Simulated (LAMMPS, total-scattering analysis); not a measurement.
**Heating fcc solid solution (Ni0.54,Cu0.46): displacement factors, expansion and melting**

The crystal is built from its structure type, relaxed with the potential and heated at zero pressure by classical molecular dynamics (LAMMPS) with the EAM Cu-Ni potential (Onat and Durukanoglu, J. Phys.: Condens. Matter 26, 035404 (2014)); 500 atoms (Cu 46.0, Ni 54.0 atom %). Uiso is the variance of an atom's position about its mean, per direction. The dynamics are classical, so there is no zero-point motion. Distances and their variances come from the pair functions; G(r) = 4πrρ₀[g(r) − 1], where it appears, has X-ray or neutron weights and the resolution of a Lorch transform up to 30 Å⁻¹. All values are simulated. An empirical potential describes the real material only near what it was fitted to; melting points and liquid densities can be off by several percent.

```
T (K)                            state  cell edges (Å)  Uiso Cu (Å²)  Uiso Ni (Å²)  Ni–Ni mean (Å)  its variance (Å²)  density (g/cm³)
  200                      crystalline           3.589        0.0034        0.0034           2.529             0.0051            8.755
  300                      crystalline           3.595        0.0055        0.0055           2.535             0.0076            8.711
  680                      crystalline           3.618        0.0138        0.0135           2.557             0.0185            8.546
 1250                      crystalline           3.658        0.0316        0.0322           2.598             0.0417            8.267
 1720  changed, hopping or disordering               -             -             -               -                  -            7.948
```

In the harmonic range U = 3ħ²T/(M k θ²), a line through the origin. The rows at 200 and 300 K give, as effective values by element: Cu 1.80×10⁻⁵ Å²/K, θ = 357 K; Ni 1.80×10⁻⁵ Å²/K, θ = 372 K. At 300 K the first Ni–Ni peak has variance 0.0076 Å², against 0.0110 Å² for independent atoms: neighbours move together (and where motion is anisotropic, less along the bond than Uiso suggests), which is what the δ₁ term models in PDF fits at high temperature. In a solid solution the peak also holds static size disorder, which Uiso about each atom's own mean leaves out. The mean volume expansion between 200 and 1250 K is 56×10⁻⁶ K⁻¹. At 1250 K, B = 8π²U = 2.54 Å² for Ni, which damps this element's own term in Bragg intensity at Q = 6 Å⁻¹ to 31 %, and √(3U) is 0.12 of its nearest peak distance (Ni–Ni, 2.50 Å). At the highest temperature the starting structure is gone or going: order remains on average, but the first shell or the cell's shape has changed.

**Question.** At one more temperature the first peak has mean 2.589 Å and variance 0.0358 Å², and the X-ray G(r) has maxima 2.54 (7.4), 3.64 (-1.0), 4.45 (5.1), 5.76 (1.1), 6.81 (5.4). What temperature, and what Uiso?

The variance interpolates to about 1100 K; the run was at 1090 K, with Uiso Cu 0.0271, Ni 0.0281 Å².

[Logs are printed without paths, hosts, clocks, repeated set-up lines and the standing remarks that a program may print on its own settings, such as how far it seeks lower states.]
